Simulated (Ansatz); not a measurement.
## Work function of Cu(110): what the settings cost and change

Aim: the work function of Cu(110) across levels of theory at one geometry.

Main program and level: Ansatz 0.2.0; plane-wave DFT, PBE, Ansatz PAW, in the first sound run; inputs show where later runs differ.

**Measured values to reproduce.**

“Anisotropic work function of elemental crystals” (2019, arxiv:1902.07811) quotes from earlier work for Cu (clean (110) face, a compiled value): work function (clean (110) face, a compiled value) 4.56 eV.

### 1. The starting structure

The cell holds 7 atoms: 7 Cu. Cell: a = 3.610 Å, b = 2.553 Å, c = 25.658 Å, α = 90.0°, β = 90.0°, γ = 90.0°. Vacuum lies along c.

### 2. Slab, setting PBE, Ansatz PAW (420 eV)

A work function rests on the faint tail of the density, so the SCF threshold is tight. PBE on the default files comes first; the next runs keep the geometry and change functional or files, each at the cutoff that its files recommend; a relaxation and, for heavy metals, spin-orbit coupling close the ladder.

Input file input.yaml:

```yaml
crystal:
  lattice:
    - [3.61, 0.0, 0.0]
    - [0.0, 2.5526554801, 0.0]
    - [0.0, 0.0, 25.6579664403]
  atoms:
    - { symbol: Cu, position: [0.0, 0.0, 0.3507682505] }
    - { symbol: Cu, position: [0.5, 0.5, 0.400512167] }
    - { symbol: Cu, position: [0.0, 0.0, 0.4502560835] }
    - { symbol: Cu, position: [0.5, 0.5, 0.5] }
    - { symbol: Cu, position: [0.0, 0.0, 0.5497439165] }
    - { symbol: Cu, position: [0.5, 0.5, 0.599487833] }
    - { symbol: Cu, position: [0.0, 0.0, 0.6492317495] }
kpoints:
  mp_grid: { grid: [11, 16, 1] }
hamiltonian:
  xc: pbe
scf:
  occupations: { method: fermi_dirac, width: 0.1 }
  convergence: { dr2_threshold: 1.0e-09 }
efield:
  axis: 3
  dipole_correction: true
  ramp_position: 0.97
  ramp_width: 0.06
output:
  write_potential: true
  write_density: true
  volumetric_format: npy
  elf: true
```

Launch:

```
ansatz run input.yaml --threads 2 --pin off --max-ram 3072MiB --backend cpu --events-out ev --progress --plain --runs-dir out
```

Numbers of over 12 decimals in the logs are rounded to 6 here.

The log of the run:

```text
Engine: ansatz 0.2.0, x86_64-unknown-linux-gnu
Pseudopotentials: kind: paw
Pseudopotential: Cu, paw, valence charge 19, recommended cutoff 420 eV (normal), Cu.paw.azcp
Functional definition: PBE
  parameter kappa = 0.804
  parameter beta = 0.066725
  exchange = pbe_x(kappa = kappa, mu = beta*pi^2/3)
  correlation = pbe_c(beta = beta)
Crystal: 7 atoms, lattice volume = 236.440 Å³
Basis set: ecut = 420 eV, 4649 PW (Γ)
Bands: 80, of which v1, the nominal top of the filled ones, is band 67 counted from 1 (66 counted from 0)
Symmetry: 4 space group operations
k-points: 54 of 176
Non-local potential: Cu, projectors of the file, l = 0: 3, l = 1: 2, l = 2: 3, l = 3: 1
PAW form: soft (Blöchl's): semilocal exchange-correlation on the pseudo side does not see the compensation charge
PAW one-centre angular grid: Cu, 590 points (default); XC on 64 Gauss nodes
Initial density: superposition of atomic densities (neutral atoms: chi_scale 0, normalization atom), corrected by the library's trained network
Initial wavefunctions: pseudopotential atomic-orbital guess
Functional: x = pbe(κ = 0.804, μ = 0.219515), c = pbe(β = 0.066725)
SCF iter   1: F=—  HF=-46374.410120 eV  |F-HF|=—  |Δ(HF+E_count)|=         —  Δρ=2.23e-3  dr2=4.33e-2  ethr=1.77e-3  p=0.000 e·Å  D=3.79e-13 V/Å  ΔV_dip=-0.00 eV  dr2_dipole=1.21e-8  V_vac-E_F(+/−)=4.24/4.24 eV  ⟨swp⟩=8.0  Hψ=18283  notcnv=0  defer=65
efield: sawtooth ramp at fractional position 0.9700 (set: `efield.ramp_position`, or a place that a band, a saddle search or an elastic batch's reference lends), width 0.0600; the density the first Hamiltonian is built on has a dipole p = 0.000 e·Å; the dipole correction subtracts the counter field D = 3.79e-13 V/Å, which shifts the + side's vacuum level by -0.00 eV against the − side's; the planar-averaged density in the ramp window peaks in size at 6.3e-6 e/Å³
preconditioner: auto → LDOS  [metal: Δε(μ)=0.054 eV  Ē_g=8.036 eV  σ=0.100 eV  W_gap=0.13  n_scr=56 (ndim 8)  ℏωp=21.2 eV  f_vac=0.603  D(μ)=2.35/eV (n_scr^D=10)  β→1.0]
SCF iter   2: F=—  HF=-46374.418616 eV  |F-HF|=—  |Δ(HF+E_count)|=   8.50e-3  Δρ=3.65e-3  dr2=2.27e-2  ethr=3.25e-5  p=0.000 e·Å  D=4.01e-6 V/Å  ΔV_dip=-0.00 eV  dr2_dipole=1.32e-8  V_vac-E_F(+/−)=4.35/4.35 eV  ⟨swp⟩=2.3  Hψ=8470  notcnv=0  defer=174
SCF iter   3: F=—  HF=-46374.415036 eV  |F-HF|=—  |Δ(HF+E_count)|=   3.58e-3  Δρ=4.71e-4  dr2=6.90e-4  ethr=1.71e-5  p=0.000 e·Å  D=4.28e-6 V/Å  ΔV_dip=-0.00 eV  dr2_dipole=2.92e-9  V_vac-E_F(+/−)=4.33/4.33 eV  ⟨swp⟩=2.0  Hψ=6270  notcnv=0  defer=174
SCF iter   4: F=—  HF=-46374.415169 eV  |F-HF|=—  |Δ(HF+E_count)|=   1.33e-4  Δρ=5.55e-4  dr2=6.53e-4  ethr=5.19e-7  p=0.000 e·Å  D=6.90e-7 V/Å  ΔV_dip=-0.00 eV  dr2_dipole=1.20e-9  V_vac-E_F(+/−)=4.31/4.31 eV  ⟨swp⟩=3.0  Hψ=8319  notcnv=0  defer=174
SCF iter   5: F=—  HF=-46374.415142 eV  |F-HF|=—  |Δ(HF+E_count)|=   2.74e-5  Δρ=2.66e-4  dr2=1.31e-4  ethr=4.91e-7  p=0.000 e·Å  D=3.57e-7 V/Å  ΔV_dip=-0.00 eV  dr2_dipole=1.28e-10  V_vac-E_F(+/−)=4.31/4.31 eV  ⟨swp⟩=2.0  Hψ=5872  notcnv=0  defer=174
SCF iter   6: F=—  HF=-46374.415142 eV  |F-HF|=—  |Δ(HF+E_count)|=   1.39e-7  Δρ=7.18e-5  dr2=8.93e-6  ethr=9.84e-8  p=0.000 e·Å  D=7.94e-8 V/Å  ΔV_dip=-0.00 eV  dr2_dipole=4.46e-11  V_vac-E_F(+/−)=4.32/4.32 eV  ⟨swp⟩=2.1  Hψ=5548  notcnv=0  defer=174
SCF iter   7: F=—  HF=-46374.415072 eV  |F-HF|=—  |Δ(HF+E_count)|=   6.97e-5  Δρ=3.64e-5  dr2=1.90e-6  ethr=6.71e-9  p=0.000 e·Å  D=6.29e-8 V/Å  ΔV_dip=-0.00 eV  dr2_dipole=1.58e-11  V_vac-E_F(+/−)=4.32/4.32 eV  ⟨swp⟩=2.0  Hψ=6218  notcnv=0  defer=165
SCF iter   8: F=—  HF=-46374.415073 eV  |F-HF|=—  |Δ(HF+E_count)|=   9.62e-7  Δρ=1.03e-5  dr2=1.87e-7  ethr=1.43e-9  p=0.000 e·Å  D=5.38e-8 V/Å  ΔV_dip=-0.00 eV  dr2_dipole=8.72e-12  V_vac-E_F(+/−)=4.32/4.32 eV  ⟨swp⟩=2.0  Hψ=6025  notcnv=0  defer=165
SCF iter   9: F=—  HF=-46374.415075 eV  |F-HF|=—  |Δ(HF+E_count)|=   1.58e-6  Δρ=4.98e-6  dr2=3.45e-8  ethr=1.41e-10  p=0.000 e·Å  D=4.37e-9 V/Å  ΔV_dip=-0.00 eV  dr2_dipole=4.43e-13  V_vac-E_F(+/−)=4.32/4.32 eV  ⟨swp⟩=2.1  Hψ=6261  notcnv=0  defer=165
SCF iter  10: F=—  HF=-46374.415075 eV  |F-HF|=—  |Δ(HF+E_count)|=   3.87e-8  Δρ=1.11e-6  dr2=2.20e-9  ethr=2.59e-11  p=0.000 e·Å  D=7.60e-9 V/Å  ΔV_dip=-0.00 eV  dr2_dipole=1.39e-13  V_vac-E_F(+/−)=4.32/4.32 eV  ⟨swp⟩=2.0  Hψ=5961  notcnv=0  defer=165
SCF iter  11: F=-46374.415075 eV  HF=-46374.415075 eV  |F-HF|=3.20e-10  |Δ(HF+E_count)|=   3.35e-8  Δρ=8.22e-7  dr2=9.84e-10  ethr=1.00e-12  p=-0.000 e·Å  D=-6.93e-10 V/Å  ΔV_dip=0.00 eV  dr2_dipole=1.97e-16  V_vac-E_F(+/−)=4.32/4.32 eV  ⟨swp⟩=12.8  Hψ=15899  notcnv=0
SCF 1 converged in 11 iterations: F = -46374.415075 eV  dr2 = 9.84e-10
  greatest PAW one-centre occupation: 1.000 electrons in one spin orbital (limit 2), on the Cu atom at site 0 (counted from 0), in its partial waves of l = 0
WARN: The output density's exchange-correlation potential varies sharply where the density is thin. Do not read a vacuum level from v_tot or v_xc, or from such a field of the output density. On a cell that repeats whose density bears no net charge and no dipole along the vacuum's axis use v_es (v_loc + v_h of the components); under efield.dipole_correction with no amplitude use v_es + v_field, which holds any externa [...]
SCF converged after 11 iterations
Free energy (F): -46374.415075 eV
Harris-Foulkes:  -46374.415075 eV  (|F-HF|=3.20e-10)
Internal energy: -46374.340438 eV  (E = F + TS)
E sigma→0 (E₀):  -46374.377757 eV
Entropy (-TS):   -0.074637 eV (-10.662 meV/atom)
Fermi energy:    3.082598 eV
Dipole field:    D = -0.000000 V/Å  (p = -0.000000 e·Å, saw-weighted, corrected)
Work function:   Φ+ = 4.3170 eV   Φ− = 4.3170 eV
Levels:          The Fermi level and band energies are counted from a zero that moves with the ramp; work functions are not
--- Per-component energies (eV) ---
  E_band       = -4310.528056
  E_kinetic    = 2097.401068
  E_local      = -346177.108980  (includes V_loc(G=0)·N_el)
  E_nonlocal   = 2739.897300
  E_hartree    = 170507.137423
  E_xc         = -622.267380
  E_vxc        = -802.584176  (∫ρ·V_xc dr)
  E_paw        = -11650.644838  (= ΣΔE_a)
  E_vpaw       = -3182.412702  (= ΣTr[D̂ρ^β])
  E_aug_tail   = 0.001972  (compensation charges beyond the density's cutoff)
  E_efield     = 0.000000  (sawtooth field / dipole correction)
  E_vefield    = 0.000000  (∫n·V_field dr)
  E_ewald      = 136731.242997
  E_smearing   = -0.074637  (= −TS)
  E_closure    = -0.000000  (closes the sum)
  Σ components = -46374.415075   (vs F -46374.415075, Δ=0.00e0)
--- Band table (eV; the first three rows and the last of 54) ---
  k-point 0: bands = [... 63 lower, 1.5572, 1.6815, 1.7134, 2.0128, 3.4003, 5.3281, 5.3863, 6.9643, ... 9 higher]
  k-point 1: bands = [... 63 lower, 1.5249, 1.6446, 1.6955, 2.0556, 3.4832, 5.4789, 5.5326, 7.0526, ... 9 higher]
  k-point 2: bands = [... 63 lower, 1.5273, 1.5776, 1.7004, 2.1752, 3.7252, 5.7489, 6.0888, 7.3154, ... 9 higher]
  k-point 53: bands = [... 63 lower, 2.9497, 3.0715, 4.5976, 4.8355, 6.5386, 6.9234, 7.0884, 7.1212, ... 9 higher]
```

The job ended after 42 s (2 threads of Intel Xeon 6975P-C (Granite Rapids), shared host; peak memory 1.2 GiB; 81 s of CPU time).

Reading the cycles: dr2 is the Hartree energy of the density residual (eV), the measure of convergence; HF is the Harris–Foulkes estimate of the energy, which meets the free energy F at convergence.

This step gave:

```
energy at zero smearing   : -46374.3778 eV
work function, upper face : 4.317 eV
```

Running mean over 1.276 Å of the planar mean; the ramp of the sawtooth is left out. Table of electron's electrostatic potential energy less the Fermi level by z:

```csv
z (Å),electron's electrostatic potential energy less the Fermi level (eV)
3.0,4.32
3.5,4.32
4.0,4.32
4.5,4.32
5.0,4.32
5.5,4.31
6.0,4.30
6.5,4.25
7.0,4.08
7.5,3.47
8.0,0.941
8.5,-3.82
9.0,-7.49
9.5,-8.48
10.0,-8.69
10.5,-8.79
11.0,-8.83
11.5,-8.82
12.0,-8.82
12.5,-8.83
13.0,-8.83
13.5,-8.83
14.0,-8.82
14.5,-8.83
15.0,-8.81
15.5,-8.73
16.0,-8.57
16.5,-8.00
17.0,-5.27
17.5,-0.464
18.0,3.00
18.5,3.97
19.0,4.22
19.5,4.29
20.0,4.31
20.5,4.31
21.0,4.32
21.5,4.32
22.0,4.32
22.5,4.32
```

Electrostatic potential energy in the ca plane at fractional y = 0.000, with atoms of Cu within 0.2 Å of it. With pseudopotentials it is smooth inside the atoms' cores, unlike the true potential.

Values in eV, 5 rows by 16 columns, each cell a mean:
```
  7   7  -2 -37  -5 -19 -29   0 -35 -10 -13 -33   3   7   7   7
  7   7   6   2   4   3   2   4   2   3   3   2   6   7   7   7
  7   7   7   6   4   4   5   3   5   4   4   6   7   7   7   7
  7   7   5  -4   3   0  -3   4  -4   2   2  -3   6   7   7   7
  7   7  -4 -45  -9 -25 -36  -2 -43 -15 -18 -41   2   7   7   7
```
Columns run along c (16.0 Å, from fractional 0.22 to 0.84 of the cell; values clipped at the 3rd and 97th percentile), rows up along a (3.6 Å). Atoms in or near the plane, at fractional coordinates: Cu at (0.35, 0.00), Cu at (0.45, 0.00), Cu at (0.55, 0.00), Cu at (0.65, 0.00).

ELF in the ca plane at fractional y = 0.000, with atoms of Cu within 0.2 Å of it. It is the smooth field of the valence electrons, not physical close to the nuclei.

Ten even steps from '0' (0.00) to '9' (0.82), each cell a mean:
```
00000112476222237622223762222376311100000000
00000111222223222222322222232222111100000000
00000111122233322223332222333221111000000000
00000011223332332233233223323332211000000000
00000011223322222222223222223332210000000000
00000011222333322233332222333322111000000000
00000111122233222223322222333221111100000000
00000111243222224322222432222244211100000000
00000112598322249832224983222499311100000000
```
Columns run along c (16.0 Å, from fractional 0.22 to 0.84 of the cell), rows up along a (3.6 Å). Atoms in or near the plane, at fractional coordinates: Cu at (0.35, 0.00), Cu at (0.45, 0.00), Cu at (0.55, 0.00), Cu at (0.65, 0.00).

Valence density in the ca plane at fractional y = 0.000, with atoms of Cu within 0.2 Å of it. It is the smooth field of the valence electrons, not physical close to the nuclei.

Ten steps, logarithmic in the rise over the least value, from '0' (0 e/Å³) to '9' (47 e/Å³), each cell a mean:
```
00000002687310258841015884101588410000000000
00000000233100123310012331001233100000000000
00000000000000001100000110000010000000000000
00000000000000000000000000000000000000000000
00000000000001000000100000010000000000000000
00000000000000000000000000000000000000000000
00000000111100011110001111000111000000000000
00000001465210146531013653101366300000000000
00000002799411269951126995102699510000000000
```
Columns run along c (16.0 Å, from fractional 0.22 to 0.84 of the cell), rows up along a (3.6 Å). Atoms in or near the plane, at fractional coordinates: Cu at (0.35, 0.00), Cu at (0.45, 0.00), Cu at (0.55, 0.00), Cu at (0.65, 0.00).

The work function is 4.317 eV.

### 3. Slab

This step: plane-wave DFT, LDA, Ansatz PAW (Ansatz 0.2.0).

Edit input.yaml of step 2 so:

```diff
@@ -16,3 +16,3 @@
 hamiltonian:
-  xc: pbe
+  xc: lda
 scf:
@@ -29,2 +29 @@
   volumetric_format: npy
-  elf: true
```

The log of the run:

```text
[...]
Crystal: 7 atoms, lattice volume = 236.440 Å³
Basis set: ecut = 420 eV, 4649 PW (Γ)
Bands: 80, of which v1, the nominal top of the filled ones, is band 67 counted from 1 (66 counted from 0)
Symmetry: 4 space group operations
k-points: 54 of 176
[...]
k-point 0: bands = [... 63 lower, 1.1567, 1.2739, 1.3063, 1.6198, 3.0190, 4.9367, 5.0422, 6.7514, ... 9 higher]
  k-point 1: bands = [... 63 lower, 1.1244, 1.2376, 1.2879, 1.6623, 3.1018, 5.1352, 5.1410, 6.8961, ... 9 higher]
  k-point 2: bands = [... 63 lower, 1.1258, 1.1691, 1.2927, 1.7816, 3.3436, 5.4060, 5.6969, 7.1934, ... 9 higher]
  k-point 53: bands = [... 63 lower, 2.5840, 2.7027, 4.2267, 4.4609, 6.1593, 6.5364, 6.6616, 6.6962, ... 9 higher]
[key lines of the parts left out:]
SCF converged after 12 iterations
Free energy (F): -45887.301225 eV
Fermi energy:    2.693155 eV
Dipole field:    D = 0.000000 V/Å  (p = 0.000000 e·Å, saw-weighted, corrected)
Work function:   Φ+ = 4.6755 eV   Φ− = 4.6755 eV
```

Elapsed: 52 s, on 2 threads; peak memory 1.2 GiB.

The work function is 4.676 eV, +0.359 eV from the run “PBE, Ansatz PAW (420 eV)”, at 1.2 times its CPU time.

### 4. Slab

This step: plane-wave DFT, PBEsol, Ansatz PAW (Ansatz 0.2.0).

Edit input.yaml of step 3 so:

```diff
@@ -16,3 +16,3 @@
 hamiltonian:
-  xc: lda
+  xc: pbesol
 scf:
```

The log of the run:

```text
[...]
Crystal: 7 atoms, lattice volume = 236.440 Å³
Basis set: ecut = 420 eV, 4649 PW (Γ)
Bands: 80, of which v1, the nominal top of the filled ones, is band 67 counted from 1 (66 counted from 0)
Symmetry: 4 space group operations
k-points: 54 of 176
[...]
k-point 0: bands = [... 63 lower, 1.4406, 1.5607, 1.5935, 1.8943, 3.2801, 5.1703, 5.2934, 6.9595, ... 9 higher]
  k-point 1: bands = [... 63 lower, 1.4081, 1.5242, 1.5752, 1.9365, 3.3627, 5.3758, 5.3865, 7.0480, ... 9 higher]
  k-point 2: bands = [... 63 lower, 1.4095, 1.4577, 1.5805, 2.0542, 3.6036, 5.6574, 5.9340, 7.3113, ... 9 higher]
  k-point 53: bands = [... 63 lower, 2.8005, 2.9248, 4.4497, 4.6887, 6.3901, 6.7759, 6.9451, 6.9768, ... 9 higher]
[key lines of the parts left out:]
SCF converged after 12 iterations
Free energy (F): -46119.090756 eV
Fermi energy:    2.946029 eV
Dipole field:    D = -0.000000 V/Å  (p = -0.000000 e·Å, saw-weighted, corrected)
Work function:   Φ+ = 4.4210 eV   Φ− = 4.4210 eV
```

The job ended after 93 s (2 threads; peak memory 1.2 GiB; 1.8 min of CPU time).

The work function is 4.421 eV, +0.104 eV from the run “PBE, Ansatz PAW (420 eV)”, at 1.3 times its CPU time.

### 5. Run

This step: plane-wave DFT, RPBE, Ansatz PAW (Ansatz 0.2.0).

Edit input.yaml of step 4 so:

```diff
@@ -16,3 +16,3 @@
 hamiltonian:
-  xc: pbesol
+  xc: rpbe
 scf:
```

The log of the run:

```text
[...]
Crystal: 7 atoms, lattice volume = 236.440 Å³
Basis set: ecut = 420 eV, 4649 PW (Γ)
Bands: 80, of which v1, the nominal top of the filled ones, is band 67 counted from 1 (66 counted from 0)
Symmetry: 4 space group operations
k-points: 54 of 176
[...]
k-point 0: bands = [... 63 lower, 1.7199, 1.8459, 1.8783, 2.1829, 3.5713, 5.5039, 5.5182, 6.9294, ... 9 higher]
  k-point 1: bands = [... 63 lower, 1.6879, 1.8095, 1.8604, 2.2257, 3.6543, 5.6104, 5.7082, 7.0176, ... 9 higher]
  k-point 2: bands = [... 63 lower, 1.6910, 1.7437, 1.8658, 2.3458, 3.8969, 5.8798, 6.2642, 7.2805, ... 9 higher]
  k-point 53: bands = [... 63 lower, 3.1107, 3.2340, 4.7597, 5.0009, 6.7044, 7.0959, 7.2788, 7.3108, ... 9 higher]
[key lines of the parts left out:]
SCF converged after 12 iterations
Free energy (F): -46410.986011 eV
Fermi energy:    3.252128 eV
Dipole field:    D = 0.000000 V/Å  (p = 0.000000 e·Å, saw-weighted, corrected)
Work function:   Φ+ = 4.1394 eV   Φ− = 4.1394 eV
```

Run time: 78 s. Hardware: 2 threads; peak memory 1.2 GiB; 94 s of CPU time.

The work function is 4.139 eV, -0.178 eV from the run “PBE, Ansatz PAW (420 eV)”, at 1.2 times its CPU time.

### 6. Slab

This step: plane-wave DFT, r2SCAN, Ansatz PAW (Ansatz 0.2.0).

Edit input.yaml of step 5 so:

```diff
@@ -16,3 +16,3 @@
 hamiltonian:
-  xc: rpbe
+  xc: r2scan
 scf:
```

The log of the run:

```text
[...]
Crystal: 7 atoms, lattice volume = 236.440 Å³
Basis set: ecut = 500 eV, 6013 PW (Γ), exchange–correlation on 108×80×768 points (64 copies of the dense FFT grid, shifted against one another)
Bands: 80, of which v1, the nominal top of the filled ones, is band 67 counted from 1 (66 counted from 0)
Symmetry: 4 space group operations
k-points: 54 of 176
[...]
k-point 0: bands = [... 63 lower, 1.3799, 1.5245, 1.5597, 1.9029, 3.3779, 5.3926, 5.4219, 7.0615, ... 9 higher]
  k-point 1: bands = [... 63 lower, 1.3480, 1.4896, 1.5421, 1.9472, 3.4644, 5.5176, 5.6025, 7.1507, ... 9 higher]
  k-point 2: bands = [... 63 lower, 1.3597, 1.4288, 1.5508, 2.0734, 3.7170, 5.7965, 6.1752, 7.4163, ... 9 higher]
  k-point 53: bands = [... 63 lower, 2.8758, 3.0080, 4.5738, 4.8406, 6.5839, 7.0274, 7.2578, 7.2842, ... 9 higher]
[key lines of the parts left out:]
SCF converged after 18 iterations
Free energy (F): -46416.484784 eV
Fermi energy:    3.019887 eV
Dipole field:    D = 0.000002 V/Å  (p = 0.000002 e·Å, saw-weighted, corrected)
Work function:   Φ+ = 4.2980 eV   Φ− = 4.2980 eV
```

Elapsed: 2.4 min, on 2 threads; peak memory 1.8 GiB.

The work function is 4.298 eV, -0.019 eV from the run “PBE, Ansatz PAW (420 eV)”, at 2.6 times its CPU time.

### 7. Run

This step: plane-wave DFT, PBE, JTH PAW (Ansatz 0.2.0).

Edit input.yaml of step 6 so:

```diff
@@ -16,3 +16,4 @@
 hamiltonian:
-  xc: r2scan
+  xc: pbe
+  pseudopotentials: { kind: paw, source: jth }
 scf:
```

The log of the run:

```text
[...]
k-point 0: bands = [... 63 lower, 2.6221, 2.7463, 2.7781, 3.0772, 4.4623, 6.3792, 6.4473, 8.0272, ... 9 higher]
  k-point 1: bands = [... 63 lower, 2.5899, 2.7093, 2.7603, 3.1199, 4.5451, 6.5398, 6.5841, 8.1155, ... 9 higher]
  k-point 2: bands = [... 63 lower, 2.5924, 2.6424, 2.7651, 3.2395, 4.7869, 6.8097, 7.1414, 8.3782, ... 9 higher]
  k-point 53: bands = [... 63 lower, 4.0010, 4.1244, 5.6487, 5.8889, 7.5920, 7.9816, 8.1638, 8.1967, ... 9 higher]
[key lines of the parts left out:]
SCF converged after 15 iterations
Free energy (F): -46369.360431 eV
Fermi energy:    4.142849 eV
Dipole field:    D = -0.000001 V/Å  (p = -0.000001 e·Å, saw-weighted, corrected)
Work function:   Φ+ = 4.3179 eV   Φ− = 4.3179 eV
```

Elapsed: 6.3 min, on 2 threads; peak memory 2.8 GiB.

The work function is 4.318 eV, +0.001 eV from the run “PBE, Ansatz PAW (420 eV)”, at 8.6 times its CPU time.

### 8. Slab

This step: plane-wave DFT, PBE, norm-conserving (Ansatz 0.2.0).

Edit input.yaml of step 7 so:

```diff
@@ -17,3 +17,3 @@
   xc: pbe
-  pseudopotentials: { kind: paw, source: jth }
+  pseudopotentials: { kind: nc }
 scf:
```

The log of the run:

```text
[...]
Crystal: 7 atoms, lattice volume = 236.440 Å³
Basis set: ecut = 1251.723767 eV, 23835 PW (Γ)
Bands: 80, of which v1, the nominal top of the filled ones, is band 67 counted from 1 (66 counted from 0)
Symmetry: 4 space group operations
k-points: 54 of 176
[...]
k-point 0: bands = [... 63 lower, 1.7683, 1.8848, 1.9181, 2.2235, 3.6083, 5.5229, 5.5912, 7.1692, ... 9 higher]
  k-point 1: bands = [... 63 lower, 1.7361, 1.8491, 1.8995, 2.2660, 3.6910, 5.6838, 5.7278, 7.2575, ... 9 higher]
  k-point 2: bands = [... 63 lower, 1.7368, 1.7832, 1.9050, 2.3852, 3.9327, 5.9538, 6.2849, 7.5203, ... 9 higher]
  k-point 53: bands = [... 63 lower, 3.1479, 3.2689, 4.7989, 5.0344, 6.7425, 7.1233, 7.2868, 7.3200, ... 9 higher]
[key lines of the parts left out:]
SCF converged after 12 iterations
Free energy (F): -36143.709079 eV
Fermi energy:    3.285817 eV
Dipole field:    D = -0.000022 V/Å  (p = -0.000029 e·Å, saw-weighted, corrected)
Work function:   Φ+ = 4.3168 eV   Φ− = 4.3162 eV
```

It took 3.2 min on 2 threads; peak memory 2.8 GiB.

The work function is 4.317 eV, -0.000 eV from the run “PBE, Ansatz PAW (420 eV)”, at 4.6 times its CPU time.

(Part 1 of 2 ends here.)

[Logs are printed without paths, hosts, clocks, repeated set-up lines and the standing remarks that a program may print on its own settings, such as how far it seeks lower states.]

[Hosts, paths, dates, database ids (printed as entryN), source tags and the programs' standing remarks are cut or masked in the printed files.]

[Maps of the electrostatic potential energy from Ansatz leave out the sawtooth potential of an applied field or a dipole correction, so their vacuum need not be flat; planar profiles and work functions include it.]
